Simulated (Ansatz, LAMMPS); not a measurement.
**Convergence of a linear-scaling basis for glassy 40SiO2-31B2O3-14Al2O3-14K2O (mol %) (137 atoms)**

Aim: test how closely localised support functions follow the reference on glassy 40SiO2-31B2O3-14Al2O3-14K2O (mol %) (137 atoms), and at what cost. A setting counts as converged where the r.m.s. difference of forces stays under 1 % of the r.m.s. force.

Method: Kohn-Sham DFT, PBE, PAW (set soft_2), plane waves, in Ansatz 0.2.0.

**1. The starting structure**

The cell holds 137 atoms: 14 Si, 22 B, 10 Al, 10 K and 81 O. Cell: a = 12.279 Å, b = 12.279 Å, c = 12.279 Å, α = 90.0°, β = 90.0°, γ = 90.0°. 137 atoms (14 Si, 22 B, 10 Al, 10 K, 81 O) placed at random at 2.3 g/cm³, melted at 3000 K for 20 ps at fixed volume with the Buckingham and Coulomb pair potential of Guillot and Sator (Geochim. Cosmochim. Acta 71, 1249 (2007)) with the boron terms of Wang et al. (J. Non-Cryst. Solids 498, 294 (2018)). Quenched from 3000 K to 300 K at 100 K/ps and fixed volume, held 10 ps at zero pressure, then minimised at fixed cell.

Before any run, some limits are plain. The quench rate of 100 K/ps far exceeds what a furnace or splat quench reaches, so expect more defects and frozen-in strain than in a real sample. The network of bonds at the start is that of the classical potential that made the cell, and needn't be the one that DFT or experiment would give. Sampling is at Γ alone, for a cell whose shortest periodic width is 12 Å.

**2. Making the structure**

A classical potential supplies the starting structure, since it reaches far longer times than DFT.

This step: classical MD, Buckingham and Coulomb pair potential of Guillot and Sator (Geochim. Cosmochim. Acta 71, 1249 (2007)) with the boron terms of Wang et al. (J. Non-Cryst. Solids 498, 294 (2018)) (LAMMPS 22 Jul 2025 - Update 4).

Input file in.lmp:

```
# melt-quench of Si14B22Al10K10O81
units metal
atom_style charge
boundary p p p
region box block 0 12.3127 0 12.3127 0 12.3127
create_box 5 box
mass 1 28.0850   # Si
mass 2 10.8100   # B
mass 3 26.9815   # Al
mass 4 39.0983   # K
mass 5 15.9990   # O
create_atoms 1 random 14 851158 NULL overlap 1.5 maxtry 2000
create_atoms 2 random 22 851165 NULL overlap 1.5 maxtry 2000
create_atoms 3 random 10 851172 NULL overlap 1.5 maxtry 2000
create_atoms 4 random 10 851179 NULL overlap 1.5 maxtry 2000
create_atoms 5 random 81 851186 NULL overlap 1.5 maxtry 2000
pair_style buck/coul/long 9.0
pair_coeff * * 0.0 1.0 0.0
pair_coeff 1 5 50306.10 0.161 46.2978   # Si-O
pair_coeff 2 5 206941.81 0.124 35.0018   # B-O
pair_coeff 3 5 28538.42 0.172 34.5778   # Al-O
pair_coeff 4 5 2284.77 0.29 0   # K-O
pair_coeff 5 5 9022.79 0.265 85.0921   # O-O
pair_coeff 2 2 484.40 0.35 0.0   # B-B
pair_coeff 1 2 337.70 0.29 0.0   # Si-B
set type 1 charge 1.89
set type 2 charge 1.4175
set type 3 charge 1.4175
set type 4 charge 0.4725
set type 5 charge -0.945
kspace_style pppm 1.0e-4
neigh_modify delay 0 every 1 check yes
thermo_style custom step time temp pe press density
thermo_modify norm yes
# [... 20 lines left out ...]
thermo 3333
fix md all npt temp 300 300 0.1 iso 0 0 1
run 10000 post no
unfix md
thermo 100
min_style cg
minimize 0 1e-3 2000 20000
write_dump all custom glass.dump id type xs ys zs modify sort id
```

Launch:

```sh
lmp -in in.lmp -log none -nocite
```

Log:

```text
LAMMPS (22 Jul 2025 - Update 4)
Created orthogonal box = (0 0 0) to (12.3127 12.3127 12.3127)
Created 14 atoms
Created 22 atoms
Created 10 atoms
Created 10 atoms
Created 81 atoms
PPPM initialization ...
  G vector (1/distance) = 0.32422248
  grid = 10 10 10
  estimated relative force accuracy = 7.0280127e-05
   Step          Time           Temp          PotEng         Press         Density
         0   0              0              1.3375805      1023939.6      2.3020122
       100   0.1            0             -9.9758719     -90.130906      2.3020122
       128   0.128          0             -10.033973     -5570.1879      2.3020122
Loop time of 0.14334 s on 1 MPI rank(s) for 128 steps with 137 atoms
Minimization stats:
  Stopping criterion = energy tolerance
  Energy initial, next-to-last, final =
       1.3375805216369  -10.0330058417022  -10.0339727662385
  Force two-norm initial, final = 427.73161 4.3763213
  Iterations, force evaluations = 128 212
[... 12 lines left out ...]
[... 2 lines left out ...]
Loop time of 10.0217 s on 1 MPI rank(s) for 20000 steps with 137 atoms
   Step          Time           Temp          PotEng         Press         Density
[... 12 lines left out ...]
Loop time of 13.1715 s on 1 MPI rank(s) for 27000 steps with 137 atoms
   Step          Time           Temp          PotEng         Press         Density
[... 3 lines left out ...]
     56661   56.661         345.54097     -10.281418      17988.367      2.3673642
     58000   58             327.97364     -10.283882      188.76992      2.3208582
Loop time of 5.67189 s on 1 MPI rank(s) for 10000 steps with 137 atoms
   Step          Time           Temp          PotEng         Press         Density
     58000   58             327.97364     -10.283881      189.26937      2.3208582
     58085   58.085         327.97364     -10.322477      2076.3095      2.3208582
Loop time of 0.131035 s on 1 MPI rank(s) for 85 steps with 137 atoms
Minimization stats:
  Stopping criterion = linesearch alpha is zero
  Energy initial, next-to-last, final =
     -10.2838808500484  -10.3224773161585  -10.3224773161585
  Force two-norm initial, final = 19.707107 0.1360312
  Iterations, force evaluations = 85 195
```

Run time: 30 s. Hardware: 1 thread of Arm Neoverse V2, shared host; peak memory 0.071 GiB.

**3. Plane-wave single point**

The first run fixes the reference, at a cutoff of 420 eV.

Input file input.yaml:

```yaml
crystal:
  lattice:
    - [12.27928, 0.0, 0.0]
    - [0.0, 12.27928, 0.0]
    - [0.0, 0.0, 12.27928]
  atoms:
    - { symbol: Si, position: [0.99351, 0.55184, 0.82891] }
    - { symbol: Si, position: [0.26323, 0.95634, 0.25472] }
    - { symbol: Si, position: [0.28861, 0.22928, 0.50307] }
    - { symbol: Si, position: [0.91378, 0.27637, 0.5377] }
    - { symbol: Si, position: [0.62289, 0.68599, 0.56059] }
    - { symbol: Si, position: [0.58049, 0.06621, 0.55932] }
    - { symbol: Si, position: [0.40984, 0.46512, 0.70126] }
    - { symbol: Si, position: [0.69543, 0.5835, 0.28148] }
    - { symbol: Si, position: [0.45959, 0.95514, 0.37814] }
    - { symbol: Si, position: [0.77606, 0.19721, 0.17454] }
    - { symbol: Si, position: [0.12949, 0.13817, 0.2493] }
    - { symbol: Si, position: [0.09486, 0.38753, 0.21114] }
    - { symbol: Si, position: [0.85006, 0.8821, 0.40822] }
    - { symbol: Si, position: [0.46968, 0.71096, 0.75572] }
    - { symbol: B, position: [0.06662, 0.23878, 0.82608] }
    - { symbol: B, position: [0.59268, 0.77883, 0.34195] }
    - { symbol: B, position: [0.69412, 0.24484, 0.46756] }
    - { symbol: B, position: [0.26127, 0.30842, 0.73147] }
    - { symbol: B, position: [0.98537, 0.10647, 0.65998] }
    - { symbol: B, position: [0.30256, 0.65724, 0.34083] }
    - { symbol: B, position: [0.31884, 0.82246, 0.61382] }
    - { symbol: B, position: [0.01941, 0.3807, 0.99086] }
    - { symbol: B, position: [0.06337, 0.9475, 0.34365] }
    - { symbol: B, position: [0.0569, 0.68503, 0.66542] }
    - { symbol: B, position: [0.83653, 0.42047, 0.69223] }
    - { symbol: B, position: [0.47097, 0.17714, 0.3484] }
    - { symbol: B, position: [0.51522, 0.70636, 0.98633] }
    - { symbol: B, position: [0.97685, 0.08152, 0.10287] }
    - { symbol: B, position: [0.75331, 0.1496, 0.95593] }
    - { symbol: B, position: [0.80332, 0.98028, 0.62684] }
    - { symbol: B, position: [0.37867, 0.49872, 0.47841] }
    - { symbol: B, position: [0.56788, 0.19762, 0.72862] }
    [... 99 atom lines left out ...]
    - { symbol: O, position: [0.1292, 0.72465, 0.58893] }
    - { symbol: O, position: [0.08174, 0.60412, 0.74247] }
    - { symbol: O, position: [0.78027, 0.32022, 0.21912] }
    - { symbol: O, position: [0.05541, 0.01492, 0.64566] }
    - { symbol: O, position: [0.44967, 0.42257, 0.43666] }
    - { symbol: O, position: [0.90546, 0.48247, 0.75681] }
kpoints:
  mp_grid: { grid: [1, 1, 1] }
hamiltonian:
  xc: pbe
scf:
  occupations: { method: fermi_dirac, width: 0.025 }
output:
  forces: true
  stress: true
  populations: true
  dos:
    method: { smearing: { sigma: 0.08 } }
    de: 0.1
    projected: { site_lists: { Al: [Al], B: [B], K: [K], O: [O], Si: [Si] } }
  eigenvalues: true
  write_density: true
  write_potential: true
  volumetric_format: npy
```

Launch:

```sh
ansatz run input.yaml --threads 4 --pin off --max-ram 8192MiB --backend cpu --events-out ev --progress --plain --runs-dir out
```

Log:

```text
Engine: ansatz 0.2.0, aarch64-unknown-linux-gnu
Pseudopotentials: kind: paw
Pseudopotential: Si, paw, valence charge 4, recommended cutoff 420 eV (normal), Si.paw.azcp
Pseudopotential: B, paw, valence charge 3, recommended cutoff 420 eV (normal), B.paw.azcp
Pseudopotential: Al, paw, valence charge 3, recommended cutoff 420 eV (normal), Al.paw.azcp
Pseudopotential: K, paw, valence charge 9, recommended cutoff 420 eV (normal), K.paw.azcp
Pseudopotential: O, paw, valence charge 6, recommended cutoff 420 eV (normal), O.paw.azcp
[... 5 lines on functional and potentials left out ...]
Crystal: 137 atoms, lattice volume = 1851.479 Å³
Basis set: ecut = 420 eV, 36257 PW (Γ), exchange–correlation on 180×180×180 points (8 copies of the dense FFT grid, shifted against one another)
Bands: 501, of which v1, the nominal top of the filled ones, is band 364 counted from 1 (363 counted from 0)
Symmetry: 1 space group operations
Space group: P1 (ITA 1), of the structure as read, at distance tolerance 1.2e-4 Å
k-points: 1
[... 11 lines on functional and potentials left out ...]
Initial density: superposition of atomic densities (neutral atoms: chi_scale 0, normalization atom), corrected by the library's trained network
Initial wavefunctions: pseudopotential atomic-orbital guess
Functional: x = pbe(κ = 0.804, μ = 0.219515), c = pbe(β = 0.066725)
SCF iter   1: F=—  HF=-79177.710429 eV  |F-HF|=—  |Δ(HF+E_count)|=         —  Δρ=2.80e-3  dr2=2.92e-1  ethr=1.77e-3  ⟨swp⟩=7.0  Hψ=2441  notcnv=0  defer=109
preconditioner: auto → Resta (q_TF=auto, 2.335 Å⁻¹)  ε∞=3.2  [insulator: Δε(μ)=1.629 eV  Ē_g=15.438 eV  σ=0.025 eV  W_gap=1.00  n_scr=388 (ndim 8)  ℏωp=23.0 eV  f_vac=0.158  D(μ)=0.00/eV (n_scr^D=0)  ε∞_Penn≈3.2]
SCF iter   2: F=—  HF=-79177.686181 eV  |F-HF|=—  |Δ(HF+E_count)|=   2.42e-2  Δρ=1.58e-3  dr2=9.81e-2  ethr=4.01e-5  ⟨swp⟩=3.0  Hψ=742  notcnv=0  defer=133
SCF iter   3: F=—  HF=-79177.681417 eV  |F-HF|=—  |Δ(HF+E_count)|=   4.76e-3  Δρ=1.15e-3  dr2=3.27e-2  ethr=1.35e-5  ⟨swp⟩=2.0  Hψ=649  notcnv=0  defer=133
SCF iter   4: F=—  HF=-79177.676190 eV  |F-HF|=—  |Δ(HF+E_count)|=   5.23e-3  Δρ=3.30e-4  dr2=3.39e-3  ethr=4.49e-6  ⟨swp⟩=2.0  Hψ=656  notcnv=0  defer=133
SCF iter   5: F=—  HF=-79177.677199 eV  |F-HF|=—  |Δ(HF+E_count)|=   1.01e-3  Δρ=3.56e-4  dr2=2.21e-3  ethr=4.66e-7  ⟨swp⟩=3.0  Hψ=657  notcnv=0  defer=133
SCF iter   6: F=—  HF=-79177.676950 eV  |F-HF|=—  |Δ(HF+E_count)|=   2.50e-4  Δρ=8.69e-5  dr2=1.82e-4  ethr=3.04e-7  ⟨swp⟩=3.0  Hψ=657  notcnv=0  defer=133
SCF iter   7: F=—  HF=-79177.677029 eV  |F-HF|=—  |Δ(HF+E_count)|=   7.94e-5  Δρ=4.55e-5  dr2=4.46e-5  ethr=2.50e-8  ⟨swp⟩=3.0  Hψ=656  notcnv=0  defer=133
SCF iter   8: F=—  HF=-79177.681598 eV  |F-HF|=—  |Δ(HF+E_count)|=   4.57e-3  Δρ=2.11e-5  dr2=9.29e-6  ethr=6.13e-9  ⟨swp⟩=3.0  Hψ=793  notcnv=0  defer=133
SCF iter   9: F=—  HF=-79177.681600 eV  |F-HF|=—  |Δ(HF+E_count)|=   2.13e-6  Δρ=8.16e-6  dr2=1.41e-6  ethr=1.28e-9  ⟨swp⟩=3.0  Hψ=682  notcnv=0  defer=133
SCF iter  10: F=—  HF=-79177.681600 eV  |F-HF|=—  |Δ(HF+E_count)|=   4.35e-7  Δρ=4.21e-6  dr2=3.35e-7  ethr=1.94e-10  ⟨swp⟩=3.0  Hψ=694  notcnv=0  defer=133
SCF iter  11: F=-79177.681600 eV  HF=-79177.681600 eV  |F-HF|=1.23e-8  |Δ(HF+E_count)|=   6.62e-8  Δρ=1.17e-6  dr2=3.75e-8  ethr=1.37e-11  ⟨swp⟩=22.0  Hψ=4897  notcnv=0
SCF 1 converged in 11 iterations: F = -79177.681600 eV  dr2 = 3.75e-8
  greatest PAW one-centre occupation: 0.987 electrons in one spin orbital (limit 2), on the K atom at site 47 (counted from 0), in its partial waves of l = 0
WARN: The input density's exchange-correlation potential varies sharply where the density is thin. Do not read a vacuum level from v_tot or v_xc, or from such a field of the output density. On a cell that repeats whose density bears no net charge and no dipole along the vacuum's axis use v_es (v_loc + v_h of the components); [...]
SCF converged after 11 iterations
Free energy (F): -79177.681600 eV
Harris-Foulkes:  -79177.681600 eV  (|F-HF|=1.23e-8)
Internal energy: -79177.681600 eV  (E = F + TS)
E sigma→0 (E₀):  -79177.681600 eV
Fermi energy:    4.451480 eV
--- Per-component energies (eV) ---
  E_band       = -3856.843261
  E_kinetic    = 18860.241677
  E_local      = -55029.830661  (includes V_loc(G=0)·N_el)
  E_nonlocal   = 4709.358708
  E_hartree    = 21037.779599
  E_xc         = -9221.118875
  E_vxc        = -11078.429477  (∫ρ·V_xc dr)
  E_paw        = -34275.865431  (= ΣΔE_a)
  E_vpaw       = -3393.937743  (= ΣTr[D̂ρ^β])
  E_aug_tail   = 0.206823  (compensation charges beyond the density's cutoff)
  E_ewald      = -25258.453440
  E_smearing   = -0.000000  (= −TS)
  E_closure    = -0.000000  (closes the sum)
  Σ components = -79177.681600   (vs F -79177.681600, Δ=0.00e0)
--- Forces (eV/Å), atoms counted from 1 ---
  atom   1  Si    -0.38946907    -0.74050450    -0.43505917
  atom   2  Si    -0.61571475     0.08186565     0.21009481
  atom   3  Si    -1.30380143    -0.15770880    -1.00116843
  atom   4  Si     0.85833363     0.91836488    -0.39608623
  atom   5  Si    -1.36955382    -1.76683990    -1.16086452
  atom   6  Si     2.67661799     0.52311008     0.75118116
  atom   7  Si     1.52791671    -0.34370286    -2.40693866
  atom   8  Si     0.74777922    -0.78747550     1.99973989
  atom   9  Si    -1.18314091     2.39440691     1.30281136
  atom  10  Si     1.77281653    -0.89510812    -0.69656036
  atom  11  Si    -1.69658083    -0.68391321     0.48252171
  atom  12  Si    -1.26438102     0.22142101    -0.57625090
  atom  13  Si     0.31771662     0.24309565     1.74759301
  atom  14  Si    -0.47678256    -0.93859341    -1.04682951
[...]
atom 136  O     -1.23555328     1.63355017     0.79866094
  atom 137  O     -1.04070279    -0.85269502    -0.43840021
  max |Σ_I F_I| component: 6.82e-5 eV/Å
--- Stress (GPa, compression-positive) ---
        0.398406       0.512724       1.327819
        0.512729      -0.759101      -0.220907
        1.327813      -0.220907       0.450817
  P = ⅓ Tr σ = 0.0300 GPa (0.300 kbar)
--- Band table (eV) ---
  k-point 0: bands = ["-28.5907", "-28.5075", "-27.5244", "-27.4936", [... 485 levels ...], "12.8449", "12.8568", "12.8878", "12.9094", "12.9663", "13.0052", "13.0272", "13.0633", "13.0667", "13.1038", "13.1496", "13.1891"]
--- Löwdin populations: 137 sites ---
  site symbol       q [e]
     0     Si      2.2613
     1     Si      2.2755
     2     Si      2.2520
[...]
136      O      6.5817
  spilling = 0.009625 (of n_electrons = 728.000000)
```

Run time: 44 s. Hardware: 4 threads of Arm Neoverse V2, shared host; peak memory 2.8 GiB.

The program notes that the exchange-correlation potential is rough where the density is thin.

Read from the output:

```
free energy                                      : -79177.6816 eV
free energy per atom                             : -577.9393 eV/atom
SCF cycles                                       : 11
pressure                                         : 0.03004 GPa
r.m.s. force component                           : 0.9597 eV/Å
longest force                                    : 4.491 eV/Å
Fermi energy                                     : 4.451 eV
gap (highest filled to lowest empty level) : 1.232 eV
spilling of the projection                       : 0.009625
```

The r.m.s. force component of 0.96 eV/Å sets the scale for the differences below.

**4. Support functions medium**

The cell is solved in localised support functions. Besides, the program derives a nominal cutoff of 464 eV for this run, against the reference's 420.

This step: Kohn-Sham DFT, PBE, PAW (set soft_2), localised support functions (medium) (Ansatz 0.2.0).

input.yaml, the sections that differ from step 3:

```yaml
scf:
  occupations: { method: fermi_dirac, width: 0.025 }
  eigensolver: { kind: { support_functions: { accuracy: medium } } }
  max_iter: 150
output:
  forces: true
  eigenvalues: true
# crystal, kpoints, hamiltonian: as in step 3
```

Log:

```text
Warning: scf.eigensolver.kind.support_functions: disabling space-group detection — the functions' gradient is summed over unrotated k-points, so no spatial operation reduces the k-mesh or symmetrises the density; time reversal is kept, so that k and −k are solved as one point where they differ and the mesh holds both, and exact exchange and, on two spinor components, a DFT+U term hold to it where the run has them: [...]
Warning: basis.ecutwfc = 464 eV, auto-derived: no grid that the accuracy of the support functions lays serves the files at the lower one that their records recommend; a deck with other species or settings can derive another value
settings of this run that can trade accuracy for cost: scf.eigensolver.kind.support_functions [...]
[...]
Crystal: 137 atoms, lattice volume = 1851.479 Å³
Basis set: ecut = 464 eV, 42115 PW (Γ), exchange–correlation on 180×180×180 points (8 copies of the dense FFT grid, shifted against one another)
Bands: 437, of which v1, the nominal top of the filled ones, is band 364 counted from 1 (363 counted from 0)
Symmetry: 1 space group operations
k-points: 1
[...]
SCF iter   1: F=—  HF=-79157.952279 eV  |F-HF|=—  |Δ(HF+E_count)|=         —  Δρ=9.56e-2  dr2=1.72e2  ethr=1.00e-1
[...]
SCF iter  14: F=—  HF=-79178.290562 eV  |F-HF|=—  |Δ(HF+E_count)|=   2.33e-3  Δρ=9.73e-6  dr2=2.88e-6  ethr=1.59e-9  κ⁻¹=2.9e-5(r=7)
SCF iter  15: F=-79178.290562 eV  HF=-79178.290562 eV  |F-HF|=1.43e-7  |Δ(HF+E_count)|=   5.24e-7  Δρ=4.08e-6  dr2=8.90e-7  ethr=3.96e-10
SCF 1 converged in 15 iterations: F = -79178.324821 eV  dr2 = 8.90e-7
[...]
SCF converged after 15 iterations
Stability not checked: this state was not tested for a lower state beside it, because the mixer in use, unlike msr1, does not test its closes by its own steps (another_mixer; see scf.mixing.algorithm and scf.lower_state_search)
Free energy (F): -79178.324821 eV
[...]
Internal energy: -79178.324821 eV  (E = F + TS)
E sigma→0 (E₀):  -79178.324821 eV
Fermi energy:    4.451419 eV
[...]
Σ components = -79178.324821   (vs F -79178.324821, Δ=0.00e0)
--- Forces (eV/Å), atoms counted from 1 ---
  atom   1  Si    -0.39002524    -0.74136199    -0.43677919
  atom   2  Si    -0.61574341     0.08180055     0.21181838
  atom   3  Si    -1.30361457    -0.15753381    -1.00175559
  atom   4  Si     0.85811237     0.91814169    -0.39541434
[...]
atom 137  O     -1.03926800    -0.85109065    -0.43709053
  max |Σ_I F_I| component: 3.87e-3 eV/Å
--- Band table (eV) ---
[...]
```

Wall time 2.6 min (4 threads); peak memory 5.2 GiB.

The program notes that the band table was not solved further than the SCF left it and it switched symmetry off.

Keys that differ from the reference: support_functions.accuracy = "medium" and scf.max_iter = 150.

Forces differ from the reference by 1.2 meV/Å r.m.s., 0.13 % of their size, well within a tolerance of 1 %; the energy by -4.7 meV/atom. It took roughly 3.6 times the reference's time (one timing each, with unlike analyses asked), in 15 cycles against 11.

(Continued in part 2 of 2.)

[Long decimals in the printed logs are rounded to 6 places.]

[Logs are printed without paths, hosts, clocks, repeated set-up lines and the standing remarks that a program may print on its own settings, such as how far it seeks lower states.]

[Hosts, paths, dates, database ids (printed as entryN), source tags and the programs' standing remarks are cut or masked in the printed files.]
